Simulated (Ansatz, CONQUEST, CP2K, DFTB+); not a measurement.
## CONQUEST on Al(100)/Rh(100) interface (51 atoms): settings against a plane-wave reference

Aim: run Al(100)/Rh(100) interface (51 atoms) in CONQUEST and see how near its forces come to a plane-wave reference, and at what cost.

Main program and level: CONQUEST 1.3; the method is named at each step.

## Step 1: The starting structure

The cell holds 51 atoms: 24 Al and 27 Rh. Cell: a = 8.067 Å, b = 8.067 Å, c = 13.306 Å, α = 90.0°, β = 90.0°, γ = 90.0°. Fcc Al(100), 3 repeat layers, 8 surface cells, strained -0.40 and -0.40 %; fcc Rh(100), 3 layers, 9 cells, +0.00 and +0.00 %; outer planes 2.72 Å apart and 2.72 Å at the second interface of the periodic stack; not relaxed, displaced by a Gaussian of 0.02 Å. Then every atom was moved at random, 0.03 Å r.m.s. a Cartesian component. Regions: Al, 24 atoms (24 Al); Rh, 27 atoms (27 Rh). The structure's axis is c.

The yardstick, on the same geometry:

| Quantity | Value |
| --- | --- |
| method | Kohn-Sham DFT, PBE, PAW, plane waves (Ansatz 0.2.0); cutoff 420 eV, Γ point, fermi-dirac smearing of 0.05 eV; PAW set soft_2 |
| r.m.s. force component | 0.533 eV/Å |
| longest force | 1.602 eV/Å |
| pressure | -2.726 GPa |
| SCF cycles | 11 |
| time | 3.6 s on 4 threads of AMD EPYC 9R45, shared host |
| CPU time | 11 s |

## Step 2: PBE, grid 80 Ha

Method: Kohn-Sham DFT, PBE, norm-conserving pseudopotentials, pseudo-atomic orbitals (double zeta with polarisation), diagonalisation.

The .ion files beside the input carry potential, basis and functional.

Input file Conquest_input:

```
IO.Title cell
IO.Coordinates coords.dat
IO.FractionalAtomicCoords T
IO.Iprint 1
General.NumberOfSpecies 2
AtomMove.TypeOfRun static
AtomMove.CalcStress T
Grid.GridCutoff 80
DM.SolutionMethod diagon
SC.MaxIters 100
SC.LinearMixingFactor 0.1
SC.KerkerPreCondition T
minE.SCTolerance 1e-06
Diag.kT 0.001837
Diag.MPMesh T
Diag.GammaCentred T
Diag.MPMeshX 1
Diag.MPMeshY 1
Diag.MPMeshZ 1
%block ChemicalSpeciesLabel
1 26.982 Al
2 102.906 Rh
%endblock
```

Input file coords.dat:

```
15.245177 0.000000 0.000000
0.000000 15.245177 0.000000
0.000000 0.000000 25.144620
51
0.75351 0.75764 0.99741 1 T T T
0.74919 0.50223 0.14860 1 T T T
0.74638 0.75104 0.30788 1 T T T
0.24759 0.75063 0.00158 1 T T T
0.25546 0.50007 0.15023 1 T T T
0.24455 0.74910 0.30552 1 T T T
0.50257 0.50149 0.99770 1 T T T
0.49333 0.24860 0.15375 1 T T T
0.50517 0.50661 0.30581 1 T T T
0.75567 0.25233 0.99608 1 T T T
0.74718 0.00694 0.15178 1 T T T
0.74593 0.24768 0.30456 1 T T T
0.00757 0.49682 0.99843 1 T T T
0.99881 0.24632 0.15403 1 T T T
0.00673 0.50213 0.30398 1 T T T
0.24965 0.24525 0.00131 1 T T T
0.26073 0.00545 0.15291 1 T T T
0.25013 0.24603 0.30045 1 T T T
0.50393 0.00410 0.00047 1 T T T
0.49940 0.74302 0.15340 1 T T T
0.50120 0.01072 0.30338 1 T T T
0.99822 0.00082 0.99878 1 T T T
0.00339 0.74273 0.14933 1 T T T
0.99670 0.98535 0.30518 1 T T T
0.15603 0.22236 0.51237 2 T T T
0.31665 0.05458 0.65428 2 T T T
0.15441 0.22475 0.79751 2 T T T
0.48527 0.21590 0.50778 2 T T T
0.65102 0.05032 0.65158 2 T T T
0.48944 0.21994 0.79299 2 T T T
0.82158 0.21944 0.51054 2 T T T
0.98546 0.05745 0.65005 2 T T T
0.81436 0.21917 0.79625 2 T T T
0.15460 0.88219 0.51411 2 T T T
0.32282 0.72938 0.64913 2 T T T
0.15369 0.89272 0.79616 2 T T T
0.49653 0.88430 0.50487 2 T T T
0.65481 0.71646 0.65278 2 T T T
0.48867 0.89576 0.79315 2 T T T
0.81212 0.88615 0.50773 2 T T T
0.99819 0.72448 0.65362 2 T T T
0.81313 0.87495 0.79767 2 T T T
0.15138 0.55809 0.50572 2 T T T
0.31397 0.39473 0.65291 2 T T T
0.14672 0.55463 0.79409 2 T T T
0.48561 0.55144 0.51074 2 T T T
0.65684 0.38947 0.65893 2 T T T
0.48899 0.55422 0.79478 2 T T T
0.82367 0.55119 0.50874 2 T T T
0.98592 0.39909 0.65216 2 T T T
0.80980 0.55196 0.79133 2 T T T
```

The run is started by

```bash
$ OMP_NUM_THREADS=1 mpirun -np 2 Conquest > output.txt
```

Numbers of over 12 decimals in the logs are rounded to 6 here.

Conquest_out:

```text
      Simulation cell dimensions:    15.2452 a0 x    15.2452 a0 x    25.1446 a0
        This calculation includes non-local pseudopotentials,
         with a maximum core radius of      8.23709393
    Job title: cell
    Job to be run: static calculation
    Ground state search:
      Support functions represented with PAO basis
      1:1 PAO to SF mapping
      Non-spin-polarised electrons
      Solving for the K matrix using diagonalisation
      Using Fermi-Dirac smearing
    Integration grid size:     64 x   64 x  108
    Integration grid spacing:  0.238 a0 x 0.238 a0 x 0.233 a0
    Number of species:  2
    --------------------------------------------------------
    |   #  mass (au)  Charge (e)  SF Rad (a0)  NSF  Label  |
    --------------------------------------------------------
    |   1     26.982       3.000        8.575   13  Al     |
    |   2    102.906      17.000        8.099   19  Rh     |
    --------------------------------------------------------
          SCF tolerance:                 0.00000100
          SCF iterations:               100
    The calculation will be performed on     2 processes
    The calculation will be performed on     1 thread
    Using the default matrix multiplication kernel
    The functional used will be GGA PBE96
    set_atom_dens: In set_atomic_density, electrons :     531.000000000000
    PulayMixSC: Starting Pulay mixing, A_up =  0.100 A_dn =  0.100
    PulayMixSC: Spin non-polarised calculation.
    PulayMixSC: with Kerker preconditioning, q0 =  0.100
          Harris-Foulkes Energy            :     -3221.728897 Ha
          Free Energy (E-TS)               :     -3221.741895 Ha
    PulayMixSC: Pulay iteration     1 residual:              0.14094E-02
          Harris-Foulkes Energy            :     -3221.403690 Ha
          Free Energy (E-TS)               :     -3221.426959 Ha
    PulayMixSC: Pulay iteration     2 residual:              0.81972E-03
          Harris-Foulkes Energy            :     -3221.288217 Ha
          Free Energy (E-TS)               :     -3221.311292 Ha
    PulayMixSC: Pulay iteration     3 residual:              0.63290E-03
          Harris-Foulkes Energy            :     -3221.168425 Ha
          Free Energy (E-TS)               :     -3221.195185 Ha
    PulayMixSC: Pulay iteration     4 residual:              0.41062E-03
          Harris-Foulkes Energy            :     -3221.104813 Ha
          Free Energy (E-TS)               :     -3221.134552 Ha
    PulayMixSC: Pulay iteration     5 residual:              0.18899E-03
          Harris-Foulkes Energy            :     -3221.101582 Ha
          Free Energy (E-TS)               :     -3221.132104 Ha
    PulayMixSC: Pulay iteration     6 residual:              0.13915E-03
          Harris-Foulkes Energy            :     -3221.099183 Ha
          Free Energy (E-TS)               :     -3221.129966 Ha
    PulayMixSC: Pulay iteration     7 residual:              0.10729E-03
          Harris-Foulkes Energy            :     -3221.097313 Ha
          Free Energy (E-TS)               :     -3221.128597 Ha
    PulayMixSC: Pulay iteration     8 residual:              0.43475E-04
          Harris-Foulkes Energy            :     -3221.097213 Ha
          Free Energy (E-TS)               :     -3221.128517 Ha
    PulayMixSC: Pulay iteration     9 residual:              0.27791E-04
          Harris-Foulkes Energy            :     -3221.096919 Ha
          Free Energy (E-TS)               :     -3221.128171 Ha
    PulayMixSC: Pulay iteration    10 residual:              0.18426E-04
          Harris-Foulkes Energy            :     -3221.096829 Ha
          Free Energy (E-TS)               :     -3221.127986 Ha
    PulayMixSC: Pulay iteration    11 residual:              0.85717E-05
          Harris-Foulkes Energy            :     -3221.096855 Ha
          Free Energy (E-TS)               :     -3221.127978 Ha
    PulayMixSC: Pulay iteration    12 residual:              0.60155E-05
          Harris-Foulkes Energy            :     -3221.096861 Ha
          Free Energy (E-TS)               :     -3221.127973 Ha
    PulayMixSC: Pulay iteration    13 residual:              0.48065E-05
          Harris-Foulkes Energy            :     -3221.096858 Ha
          Free Energy (E-TS)               :     -3221.127968 Ha
    PulayMixSC: Pulay iteration    14 residual:              0.35756E-05
          Harris-Foulkes Energy            :     -3221.096868 Ha
          Free Energy (E-TS)               :     -3221.127965 Ha
    PulayMixSC: Pulay iteration    15 residual:              0.22155E-05
          Harris-Foulkes Energy            :     -3221.096867 Ha
          Free Energy (E-TS)               :     -3221.127965 Ha
    PulayMixSC: Pulay iteration    16 residual:              0.18509E-05
          Harris-Foulkes Energy            :     -3221.096867 Ha
          Free Energy (E-TS)               :     -3221.127964 Ha
    PulayMixSC: Pulay iteration    17 residual:              0.14059E-05
          Harris-Foulkes Energy            :     -3221.096864 Ha
          Free Energy (E-TS)               :     -3221.127963 Ha
    PulayMixSC: Pulay iteration    18 residual:              0.88917E-06
    PulayMixSC: Reached SCF tolerance of  0.88917E-06 after     18 iterations
      | Number of electrons      =       531.001027
      | GS Energy as E-(1/2)TS   =     -3221.112414 Ha
      | Free Energy as E-TS      =     -3221.127963 Ha
      |* Harris-Foulkes energy   =     -3221.096864 Ha
      |* DFT total energy        =     -3221.096863 Ha
    force: Forces on atoms (Ha/a0)
    force:  Atom   X              Y              Z
    force:     1   0.0016645113  -0.0043026533  -0.0294737330
    force:     2   0.0039203351   0.0068122823   0.0008881488
    force:     3  -0.0000746739  -0.0024138341   0.0302788439
    force:     4  -0.0005695006  -0.0016645071  -0.0316256926
    force:     5   0.0000031626   0.0042596388   0.0015887628
    force:     6   0.0054569242  -0.0001440744   0.0311274767
    force:     7  -0.0008164722   0.0003367501  -0.0248049024
    force:     8   0.0029738989  -0.0011733251  -0.0008324870
    force:     9  -0.0021126786  -0.0015657786   0.0243636524
    force:    10  -0.0014002190  -0.0004789186  -0.0239879910
    force:    11   0.0017907873   0.0025624993   0.0007860484
    force:    12   0.0020952362  -0.0000527319   0.0269602472
    force:    13  -0.0024053545   0.0050838116  -0.0299179012
    force:    14  -0.0001653600  -0.0064118983  -0.0017757094
    force:    15  -0.0034895410  -0.0025193213   0.0304880572
    force:    16   0.0001810481  -0.0013641232  -0.0272043387
    force:    17  -0.0042587370   0.0004034448  -0.0003493575
    force:    18  -0.0005928340  -0.0002080974   0.0302296741
    force:    19  -0.0003625708   0.0005478713  -0.0298670024
    force:    20   0.0002179333   0.0005071298   0.0008200566
    force:    21  -0.0018561910  -0.0008755415   0.0292724072
    force:    22   0.0018215985   0.0014638694  -0.0310765228
    force:    23  -0.0037851921  -0.0048557733  -0.0010248695
    force:    24  -0.0009458990   0.0050022241   0.0316639175
[...]
force:    44   0.0053921158  -0.0058523771  -0.0021148294
    force:    45   0.0128762065   0.0063472819   0.0084478338
    force:    46   0.0028282312   0.0023957026   0.0052940492
    force:    47  -0.0085523569  -0.0159065841  -0.0104522175
    force:    48  -0.0099512804   0.0056475211   0.0049437923
    force:    49  -0.0081627978   0.0049670949  -0.0088537476
    force:    50   0.0008768606  -0.0193917165  -0.0020247291
    force:    51   0.0161963539   0.0077984887   0.0156056191
    force: Maximum force :        0.03166392(Ha/a0) on atom        24 in z direction
    force: Force Residual:        0.01951397 Ha/a0
    force: Total stress:         -7.80251336    -7.73571057    16.48262050 GPa
    force: Average pressure:     -0.31479886 GPa
    get_E_and_F: Change in energy during last step of electronic optimisation:  0.27743E-05
```

It took 2.3 min on 2 MPI ranks of AMD EPYC 9R45, shared host; peak memory 6.4 GiB; 4.6 min of CPU time.

Banners, paths, timers and routine set-up lines are dropped from the logs unmarked, and long logs keep their key lines alone; longer cuts are marked.

Numbers from this run, and their distance from the reference:

* r.m.s. force component: 0.5793 eV/Å
* r.m.s. difference of force components: 134 meV/Å
* longest difference of force vectors: 494.7 meV/Å
* force difference over r.m.s. force: 25.15 %
* slope of forces against the reference's: 1.059
* correlation of force components: 0.9744
* pressure: -0.3148 GPa
* pressure difference: 2.411 GPa

This run lies far from the reference in forces at the same functional.

Length of the force difference by element (eV/Å):

```
element  atoms   mean   most
     Al     24  0.040  0.073
     Rh     27   0.30   0.49
```

The surroundings of Al24, which bears the longest force, nearest first, numbered as they follow in the input and with coordinates relative to it.

| atom | x | y | z | distance (Å) | Fx | Fy | Fz (eV/Å) |
| --- | --- | --- | --- | --- | --- | --- | --- |
| Al24 | 0.00 | 0.00 | 0.00 | 0.00 | -0.05 | 0.26 | 1.63 |
| Al6 | 2.00 | -1.91 | 0.00 | 2.76 | 0.28 | -0.01 | 1.60 |
| Al3 | -2.02 | -1.89 | 0.04 | 2.77 | 0.00 | -0.12 | 1.56 |
| Al23 | 0.05 | -1.96 | -2.07 | 2.85 | -0.19 | -0.25 | -0.05 |
| Al11 | -2.01 | 0.17 | -2.04 | 2.87 | 0.09 | 0.13 | 0.04 |
| Al14 | 0.02 | 2.11 | -2.01 | 2.91 | -0.01 | -0.33 | -0.09 |
| Al12 | -2.02 | 2.12 | -0.01 | 2.93 | 0.11 | 0.00 | 1.39 |
| Al18 | 2.04 | 2.10 | -0.06 | 2.93 | -0.03 | -0.01 | 1.55 |
| Al17 | 2.13 | 0.16 | -2.03 | 2.94 | -0.22 | 0.02 | -0.02 |

Forces lie 25 % from the reference's, at 25 times its CPU time (on 2 against 4 cores).

The difference per atom is largest on Rh (0.30 eV/Å on average, against 0.040 on Al).

## Step 3: PBE, grid 80 Ha, multi-site 6.5 bohr

Method: Kohn-Sham DFT, PBE, norm-conserving pseudopotentials, pseudo-atomic orbitals (double zeta with polarisation), contracted to multi-site support functions, diagonalisation.

Changes to Conquest_input since step 2:

```diff
@@ -6,3 +6,3 @@
 AtomMove.TypeOfRun static
-AtomMove.CalcStress T
+AtomMove.CalcStress F
 Grid.GridCutoff 80
@@ -23 +23,14 @@
 %endblock
+Basis.MultisiteSF T
+Multisite.LFD T
+Multisite.LFD.NonSCF T
+%block Al
+Atom.NumberOfSupports 4
+Atom.MultisiteRange 6.5
+Atom.LFDRange 6.5
+%endblock
+%block Rh
+Atom.NumberOfSupports 10
+Atom.MultisiteRange 6.5
+Atom.LFDRange 6.5
+%endblock
```

coords.dat is that of step 2.

Conquest_out:

```text
      Simulation cell dimensions:    15.2452 a0 x    15.2452 a0 x    25.1446 a0
        This calculation includes non-local pseudopotentials,
         with a maximum core radius of      8.23709393
    Job title: cell
    Job to be run: static calculation
    Ground state search:
      Support functions represented with PAO basis
      Multi-site SFs used with local filter diagonalisation
      Non-spin-polarised electrons
      Solving for the K matrix using diagonalisation
      Using Fermi-Dirac smearing
    Integration grid size:     64 x   64 x  108
[... lines left out ...]
    The functional used will be GGA PBE96
[... lines left out ...]
          Free Energy (E-TS)               :     -3220.773715 Ha
[... lines left out ...]
          Free Energy (E-TS)               :     -3220.613515 Ha
[... lines left out ...]
          Free Energy (E-TS)               :     -3220.391979 Ha
[... lines left out ...]
          Harris-Foulkes Energy            :     -3220.241968 Ha
          Free Energy (E-TS)               :     -3220.268869 Ha
    PulayMixSC: Pulay iteration    17 residual:              0.15589E-05
          Harris-Foulkes Energy            :     -3220.241969 Ha
          Free Energy (E-TS)               :     -3220.268865 Ha
    PulayMixSC: Pulay iteration    18 residual:              0.96954E-06
    PulayMixSC: Reached SCF tolerance of  0.96954E-06 after     18 iterations
      | Number of electrons      =       531.001192
      | GS Energy as E-(1/2)TS   =     -3220.255417 Ha
      | Free Energy as E-TS      =     -3220.268865 Ha
      |* Harris-Foulkes energy   =     -3220.241969 Ha
      |* DFT total energy        =     -3220.241968 Ha
    force: Forces on atoms (Ha/a0)
    force:  Atom   X              Y              Z
    force:     1   0.0083875502  -0.0057396822  -0.0157228288
    force:     2   0.0071208043   0.0135060159   0.0007342299
    force:     3   0.0073159311  -0.0058561277   0.0149957953
[...]
force:    50   0.0003832872  -0.0229305736  -0.0023988556
    force:    51   0.0161822356   0.0071590051   0.0168928105
    force: Maximum force :        0.02293057(Ha/a0) on atom        50 in y direction
    force: Force Residual:        0.01411112 Ha/a0
    get_E_and_F: Change in energy during last step of electronic optimisation: -0.11224E-05
```

Elapsed: 2.5 min, on 2 MPI ranks; peak memory 6.6 GiB; 5 min of CPU time.

Against the reference:

```
r.m.s. force component                  : 0.4189 eV/Å
r.m.s. difference of force components   : 364.9 meV/Å
longest difference of force vectors     : 1425 meV/Å
force difference over r.m.s. force      : 68.47 %
slope of forces against the reference's : 0.5745
correlation of force components         : 0.7309
```

This is a coarse setting, run to see what it loses.

Against the first run (25 %), the force difference from the reference is 68 %, at 1.1 times the CPU time.

[end of part 1 of 2]

[Also dropped from logs without a mark: logging warnings of Python, and SIESTA's first energy breakdown and zero terms.]

[Logs are printed without paths, hosts, clocks, repeated set-up lines and the standing remarks that a program may print on its own settings, such as how far it seeks lower states.]

[Hosts, paths, dates, database ids (printed as entryN), source tags and the programs' standing remarks are cut or masked in the printed files.]
